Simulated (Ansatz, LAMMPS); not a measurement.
# Structural relaxation of glassy 62P2O5-14Al2O3-24BaO (mol %) (160 atoms)

How does glassy 62P2O5-14Al2O3-24BaO (mol %) (160 atoms) relax, and what do bonds, charges and levels look like afterwards?

Calculated with Ansatz 0.2.0; Kohn-Sham DFT, LDA, PAW (set soft_2), plane waves.

## Step 1: Set-up

The cell holds 160 atoms: 36 P, 8 Al, 7 Ba and 109 O. Cell: a = 13.082 Å, b = 13.082 Å, c = 13.082 Å, α = 90.0°, β = 90.0°, γ = 90.0°. 160 atoms (36 P, 8 Al, 7 Ba, 109 O) placed at random at 2.92 g/cm³, melted at 4000 K for 10 ps at fixed volume with the Morse and Coulomb pair potential with partial charges (Pedone, Malavasi, Menziani, Cormack and Segre, J. Phys. Chem. B 110, 11780 (2006)). Quenched from 4000 K to 300 K at 1000 K/ps and fixed volume, held 10 ps at zero pressure.

Limits known from the start: The quench rate of 1000 K/ps is orders of magnitude faster than experiment, which tends to freeze in extra defects. The starting topology of bonds comes from the classical model. The Brillouin zone is sampled at Γ only, in a cell whose shortest periodic width is 13 Å. The levels lack spin–orbit coupling, which is large for the heavy elements here.

## Step 2: How the cell was made

A classical potential makes the cell, at a small fraction of what the same run would cost in DFT.

This step: classical MD, Morse and Coulomb pair potential with partial charges (Pedone, Malavasi, Menziani, Cormack and Segre, J. Phys. Chem. B 110, 11780 (2006)) (LAMMPS 22 Jul 2025 - Update 4).

in.lmp reads:

```
# melt-quench of P36Al8Ba7O109
units metal
atom_style charge
boundary p p p
region box block 0 13.1970 0 13.1970 0 13.1970
create_box 4 box
mass 1 30.9738   # P
mass 2 26.9815   # Al
mass 3 137.3270   # Ba
mass 4 15.9990   # O
create_atoms 1 random 36 314820 NULL overlap 1.5 maxtry 2000
create_atoms 2 random 8 314827 NULL overlap 1.5 maxtry 2000
create_atoms 3 random 7 314834 NULL overlap 1.5 maxtry 2000
create_atoms 4 random 109 314841 NULL overlap 1.5 maxtry 2000
pair_style hybrid/overlay pedone 5.5 coul/long 8.0
pair_coeff * * coul/long
pair_coeff 1 4 pedone 0.831326 2.585833 1.800790 1   # P-O
pair_coeff 2 4 pedone 0.361581 1.900442 2.164818 0.9   # Al-O
pair_coeff 3 4 pedone 0.065011 1.547596 3.393410 5   # Ba-O
pair_coeff 4 4 pedone 0.042395 1.379316 3.618701 22   # O-O
set type 1 charge 3
set type 2 charge 1.8
set type 3 charge 1.2
set type 4 charge -1.2
kspace_style pppm 1.0e-4
neigh_modify delay 0 every 1 check yes
thermo_style custom step time temp pe press density
thermo_modify norm yes
timestep 0.002
thermo 100
min_style cg
minimize 1e-4 1e-4 200 2000
reset_timestep 0
velocity all create 4000 314821 mom yes dist gaussian
# [... 11 lines left out ...]
fix md all nvt temp 4000 300 0.2
run 1850 post no
unfix md
thermo 1666
fix md all npt temp 300 300 0.2 iso 0 0 2
run 5000 post no
unfix md
write_dump all custom glass.dump id type xs ys zs modify sort id
```

Started as:

```console
$ lmp -in in.lmp -log none -nocite
```

Numbers of over 12 decimals in the logs are rounded to 6 here.

The program printed:

```text
LAMMPS (22 Jul 2025 - Update 4)
Created orthogonal box = (0 0 0) to (13.197 13.197 13.197)
Created 36 atoms
Created 8 atoms
Created 7 atoms
Created 109 atoms
PPPM initialization ...
  G vector (1/distance) = 0.38535206
  grid = 15 15 15
  estimated relative force accuracy = 6.3570345e-05
   Step          Time           Temp          PotEng         Press         Density
         0   0              0             -2.1274662      593839.36      2.9159772
       100   0.2            0             -20.078413     -4380.4839      2.9159772
       112   0.224          0             -20.114854     -9004.7274      2.9159772
[... 19 lines left out ...]
[... 2 lines left out ...]
Loop time of 3.53089 s on 1 MPI rank(s) for 5000 steps with 160 atoms
   Step          Time           Temp          PotEng         Press         Density
[... 12 lines left out ...]
Loop time of 1.27351 s on 1 MPI rank(s) for 1850 steps with 160 atoms
   Step          Time           Temp          PotEng         Press         Density
[... 1 line left out ...]
      8330   16.66          277.28921     -20.259474     -3216.7759      2.9977981
      9996   19.992         307.81752     -20.254825      14894.983      3.0524515
     11662   23.324         315.95511     -20.253444     -3841.925       2.9814298
     12850   25.7           286.03717     -20.252033     -4764.23        2.9936239
Loop time of 4.54789 s on 1 MPI rank(s) for 5000 steps with 160 atoms
```

The job ended after 10 s (1 thread of Arm Neoverse V2, shared host; peak memory 0.069 GiB).

## Step 3: Single point at the start

The forces at the start show how far the geometry lies from a minimum of this functional.

input.yaml reads:

```yaml
crystal:
  lattice:
    - [13.0819, 0.0, 0.0]
    - [0.0, 13.0819, 0.0]
    - [0.0, 0.0, 13.0819]
  atoms:
    - { symbol: P, position: [0.83733, 0.6533, 0.00018] }
    - { symbol: P, position: [0.33246, 0.20327, 0.12086] }
    - { symbol: P, position: [0.78668, 0.75541, 0.51725] }
    - { symbol: P, position: [0.61605, 0.61487, 0.79017] }
    - { symbol: P, position: [0.62082, 0.39208, 0.13711] }
    - { symbol: P, position: [0.74125, 0.09071, 0.14036] }
    - { symbol: P, position: [0.4864, 0.31793, 0.84756] }
    - { symbol: P, position: [0.64559, 0.90799, 0.2422] }
    - { symbol: P, position: [0.36711, 0.94528, 0.84651] }
    - { symbol: P, position: [0.01821, 0.09375, 0.75368] }
    - { symbol: P, position: [0.33054, 0.94572, 0.59914] }
    - { symbol: P, position: [0.59037, 0.00085, 0.90074] }
    - { symbol: P, position: [0.31067, 0.97816, 0.30567] }
    - { symbol: P, position: [0.42373, 0.57722, 0.28576] }
    - { symbol: P, position: [0.54494, 0.19128, 0.03852] }
    - { symbol: P, position: [0.06795, 0.68174, 0.99268] }
    - { symbol: P, position: [0.03967, 0.97738, 0.55277] }
    - { symbol: P, position: [0.84286, 0.65516, 0.72774] }
    - { symbol: P, position: [0.1328, 0.49778, 0.8691] }
    - { symbol: P, position: [0.17972, 0.76689, 0.54386] }
    - { symbol: P, position: [0.6617, 0.80762, 0.02524] }
    - { symbol: P, position: [0.05249, 0.29253, 0.9518] }
    - { symbol: P, position: [0.02876, 0.29172, 0.6422] }
    - { symbol: P, position: [0.96184, 0.84731, 0.19905] }
    - { symbol: P, position: [0.4781, 0.05321, 0.45425] }
    - { symbol: P, position: [0.0473, 0.38946, 0.17032] }
    - { symbol: P, position: [0.84517, 0.42079, 0.63539] }
    - { symbol: P, position: [0.12655, 0.10664, 0.37882] }
    - { symbol: P, position: [0.9065, 0.86129, 0.81342] }
    - { symbol: P, position: [0.24222, 0.67239, 0.15756] }
    - { symbol: P, position: [0.80422, 0.98476, 0.51367] }
    - { symbol: P, position: [0.31517, 0.56441, 0.48573] }
    [... 122 atom lines left out ...]
    - { symbol: O, position: [0.54343, 0.71127, 0.79946] }
    - { symbol: O, position: [0.96324, 0.63786, 0.71561] }
    - { symbol: O, position: [0.09417, 0.87115, 0.55636] }
    - { symbol: O, position: [0.94452, 0.26971, 0.92162] }
    - { symbol: O, position: [0.04361, 0.20925, 0.72585] }
    - { symbol: O, position: [0.39632, 0.58187, 0.39974] }
kpoints:
  mp_grid: { grid: [1, 1, 1] }
hamiltonian:
  xc: lda
scf:
  occupations: { method: fixed }
output:
  forces: true
  stress: true
  populations: true
  dos:
    method: { smearing: { sigma: 0.08 } }
    de: 0.1
    projected: { site_lists: { Al: [Al], Ba: [Ba], O: [O], P: [P] } }
  eigenvalues: true
```

Started as:

```console
$ ansatz run input.yaml --threads 4 --pin off --max-ram 8192MiB --backend cpu --events-out ev --progress --plain --runs-dir out
```

The program printed:

```text
Engine: ansatz 0.2.0, aarch64-unknown-linux-gnu
Pseudopotentials: kind: paw
Pseudopotential: P, paw, valence charge 5, recommended cutoff 420 eV (normal), P.paw.azcp
Pseudopotential: Al, paw, valence charge 3, recommended cutoff 420 eV (normal), Al.paw.azcp
Pseudopotential: Ba, paw, valence charge 10, recommended cutoff 420 eV (normal), Ba.paw.azcp
Pseudopotential: O, paw, valence charge 6, recommended cutoff 420 eV (normal), O.paw.azcp
Functional definition: SPW92
  exchange = slater_x
  correlation = pw_c
Crystal: 160 atoms, lattice volume = 2238.785 Å³
Basis set: ecut = 420 eV, 43723 PW (Γ)
Bands: 624, of which v1, the nominal top of the filled ones, is band 464 counted from 1 (463 counted from 0)
Symmetry: 1 space group operations
Space group: P1 (ITA 1), of the structure as read, at distance tolerance 1.3e-4 Å
k-points: 1
Non-local potential: P, projectors of the file, l = 0: 2, l = 1: 2, l = 2: 2
Non-local potential: Al, projectors of the file, l = 0: 2, l = 1: 2, l = 2: 1
Non-local potential: Ba, projectors of the file, l = 0: 3, l = 1: 2, l = 2: 2, l = 3: 2
Non-local potential: O, projectors of the file, l = 0: 2, l = 1: 2, l = 2: 1
PAW form: soft (Blöchl's): semilocal exchange-correlation on the pseudo side does not see the compensation charge
PAW frozen core: P, regenerated for the run's functional, and the local potential with it (the file was generated under x = pbe(κ = 0.804, μ = 0.219515), c = pbe(β = 0.066725))
PAW frozen core: Al, regenerated for the run's functional, and the local potential with it (the file was generated under x = pbe(κ = 0.804, μ = 0.219515), c = pbe(β = 0.066725))
PAW frozen core: Ba, regenerated for the run's functional, and the local potential with it (the file was generated under x = pbe(κ = 0.804, μ = 0.219515), c = pbe(β = 0.066725))
PAW frozen core: O, regenerated for the run's functional, and the local potential with it (the file was generated under x = pbe(κ = 0.804, μ = 0.219515), c = pbe(β = 0.066725))
PAW one-centre angular grid: P, 110 points (default); XC on 64 Gauss nodes
PAW one-centre angular grid: Al, 110 points (default); XC on 64 Gauss nodes
PAW one-centre angular grid: Ba, 194 points (default); XC on 64 Gauss nodes
PAW one-centre angular grid: O, 110 points (default); XC on 64 Gauss nodes
Initial density: superposition of atomic densities (neutral atoms: chi_scale 0, normalization atom), corrected by the library's trained network
Initial wavefunctions: pseudopotential atomic-orbital guess
Functional: x = slater, c = lda
SCF iter   1: F=—  HF=-131296.140927 eV  |F-HF|=—  |Δ(HF+E_count)|=         —  Δρ=1.24e-2  dr2=3.31e0  ethr=1.77e-3  ⟨swp⟩=7.0  Hψ=2523  notcnv=0  defer=158
preconditioner: auto → Resta (q_TF=auto, 2.356 Å⁻¹)  ε∞=3.3  [insulator: Δε(μ)=1.724 eV  Ē_g=15.595 eV  n_scr=484 (ndim 8)  ℏωp=23.7 eV  f_vac=0.161  ε∞_Penn≈3.3]
SCF iter   2: F=—  HF=-131295.226260 eV  |F-HF|=—  |Δ(HF+E_count)|=   9.15e-1  Δρ=3.67e-3  dr2=2.89e-1  ethr=3.57e-4  ⟨swp⟩=3.0  Hψ=1020  notcnv=0  defer=158
SCF iter   3: F=—  HF=-131295.159769 eV  |F-HF|=—  |Δ(HF+E_count)|=   6.65e-2  Δρ=1.84e-3  dr2=9.92e-2  ethr=3.11e-5  ⟨swp⟩=3.0  Hψ=772  notcnv=0  defer=158
SCF iter   4: F=—  HF=-131295.132511 eV  |F-HF|=—  |Δ(HF+E_count)|=   2.73e-2  Δρ=1.05e-3  dr2=2.29e-2  ethr=1.07e-5  ⟨swp⟩=4.0  Hψ=910  notcnv=0  defer=158
SCF iter   5: F=—  HF=-131295.127371 eV  |F-HF|=—  |Δ(HF+E_count)|=   5.14e-3  Δρ=2.81e-4  dr2=2.04e-3  ethr=2.47e-6  ⟨swp⟩=2.0  Hψ=1089  notcnv=0  defer=158
SCF iter   6: F=—  HF=-131295.127288 eV  |F-HF|=—  |Δ(HF+E_count)|=   8.30e-5  Δρ=1.38e-4  dr2=3.88e-4  ethr=2.20e-7  ⟨swp⟩=3.0  Hψ=926  notcnv=0  defer=158
SCF iter   7: F=—  HF=-131295.127267 eV  |F-HF|=—  |Δ(HF+E_count)|=   2.06e-5  Δρ=5.72e-5  dr2=6.72e-5  ethr=4.18e-8  ⟨swp⟩=3.0  Hψ=926  notcnv=0  defer=157
SCF iter   8: F=—  HF=-131295.127886 eV  |F-HF|=—  |Δ(HF+E_count)|=   6.19e-4  Δρ=1.63e-5  dr2=7.56e-6  ethr=7.24e-9  ⟨swp⟩=3.0  Hψ=1192  notcnv=0  defer=158
SCF iter   9: F=—  HF=-131295.127889 eV  |F-HF|=—  |Δ(HF+E_count)|=   3.03e-6  Δρ=1.05e-5  dr2=2.25e-6  ethr=8.14e-10  ⟨swp⟩=2.0  Hψ=926  notcnv=0  defer=158
SCF iter  10: F=—  HF=-131295.127889 eV  |F-HF|=—  |Δ(HF+E_count)|=   7.50e-8  Δρ=2.93e-6  dr2=2.38e-7  ethr=2.43e-10  ⟨swp⟩=3.0  Hψ=1145  notcnv=0  defer=157
SCF iter  11: F=-131295.127889 eV  HF=-131295.127889 eV  |F-HF|=9.49e-9  |Δ(HF+E_count)|=   1.30e-7  Δρ=1.53e-6  dr2=4.97e-8  ethr=1.08e-11  ⟨swp⟩=29.0  Hψ=6479  notcnv=0
SCF 1 converged in 11 iterations: F = -131295.127889 eV  dr2 = 4.97e-8
  greatest PAW one-centre occupation: 0.955 electrons in one spin orbital (limit 2), on the Ba atom at site 47 (counted from 0), in its partial waves of l = 0
SCF converged after 11 iterations
Free energy (F): -131295.127889 eV
Harris-Foulkes:  -131295.127889 eV  (|F-HF|=9.49e-9)
Internal energy: -131295.127889 eV  (E = F + TS)
E sigma→0 (E₀):  -131295.127889 eV
Fermi energy:    4.715858 eV
--- Per-component energies (eV) ---
  E_band       = -4690.993815
  E_kinetic    = 23461.382815
  E_local      = -66709.564051  (includes V_loc(G=0)·N_el)
  E_nonlocal   = 7095.564294
  E_hartree    = 24887.210949
  E_xc         = -11631.006268
  E_vxc        = -13599.683003  (∫ρ·V_xc dr)
  E_paw        = -74512.493580  (= ΣΔE_a)
  E_vpaw       = -4713.386006  (= ΣTr[D̂ρ^β])
  E_aug_tail   = 0.281824  (compensation charges beyond the density's cutoff)
  E_ewald      = -33903.716310
  E_core_change = 17.212437  (= ΣΔE_core)
  E_smearing   = -0.000000  (= −TS)
  E_closure    = 0.000000  (closes the sum)
  Σ components = -131295.127889   (vs F -131295.127889, Δ=0.00e0)
--- Forces (eV/Å), atoms counted from 1 ---
  atom   1  P     -2.13576870    -4.52503384    -0.63218832
  atom   2  P     -3.48513654     1.13341161     1.06706898
  atom   3  P      1.50440580    -3.97927553    -4.25225279
  atom   4  P     -0.84243435    -1.91518592     3.05955043
  atom   5  P      2.16040891    -0.77680175     3.79648371
  atom   6  P     -1.07640672    -3.65134251    -5.41147103
  atom   7  P      1.27648476     2.71355876    -2.39876233
  atom   8  P     -3.14766177    -1.18792616     0.88259471
  atom   9  P     -0.33487466    -1.35867550     1.10866946
  atom  10  P     -2.26691226    -0.31612756     2.71413226
  atom  11  P     -1.50589072     6.50390578    -0.01810354
  atom  12  P      1.07993824     0.81535737     0.84965376
  atom  13  P      0.88139085    -4.57028642     1.64876690
  atom  14  P      0.77509533    -0.87367032    -3.70989444
[...]
atom 159  O      0.63374241    -0.99428862     2.43235731
  atom 160  O      0.83614074     1.74813739     2.63544944
  max |Σ_I F_I| component: 7.49e-5 eV/Å
--- Stress (GPa, compression-positive) ---
       -3.827526       1.429788      -0.542024
        1.429788      -5.685921      -0.311010
       -0.542024      -0.311011      -4.591834
  P = ⅓ Tr σ = -4.7018 GPa (-47.018 kbar)
--- Band table (eV) ---
  k-point 0: bands = ["-22.4798", "-22.2735", "-22.2696", "-22.2471", [... 608 levels ...], "12.7669", "12.7819", "12.7858", "12.8006", "12.8128", "12.8293", "12.8753", "12.8967", "12.9087", "12.9284", "12.9511", "12.9679"]
--- Löwdin populations: 160 sites ---
  site symbol       q [e]
     0      P      2.8429
     1      P      2.8232
     2      P      2.8522
[...]
159      O      6.7588
  spilling = 0.017369 (of n_electrons = 928.000000)
```

Wall time 89 s (4 threads of Arm Neoverse V2, shared host); peak memory 3.4 GiB.

In the SCF lines HF is the Harris–Foulkes energy and dr2 the Hartree energy of the density residual, in eV; the loop may stop once dr2 is under the threshold and the program's other checks hold. Hψ counts applications of the Hamiltonian.

Read from the output:

```
free energy                                      : -131295.1279 eV
free energy per atom                             : -820.5945 eV/atom
SCF cycles                                       : 11
pressure                                         : -4.702 GPa
r.m.s. force component                           : 1.47 eV/Å
longest force                                    : 6.676 eV/Å
Fermi energy                                     : 4.716 eV
gap (highest filled to lowest empty level) : 0.8963 eV
spilling of the projection                       : 0.01737
```

The r.m.s. force component of 1.5 eV/Å and the pressure of -4.7 GPa set the starting point.

Length of the force by element:

```
element  coordination  atoms  mean length of the force (eV/Å)  spread  least  most
     Al           all      8                             2.22    1.19  0.586  4.34
     Ba           all      7                             1.23   0.268  0.757  1.49
      O           all    109                             1.73   0.933  0.343  4.88
      P           all     36                             3.65    1.43   1.01  6.68
```

[end of part 1 of 3]

[Logs are printed without paths, hosts, clocks, repeated set-up lines and the standing remarks that a program may print on its own settings, such as how far it seeks lower states.]

[Hosts, paths, dates, database ids (printed as entryN), source tags and the programs' standing remarks are cut or masked in the printed files.]
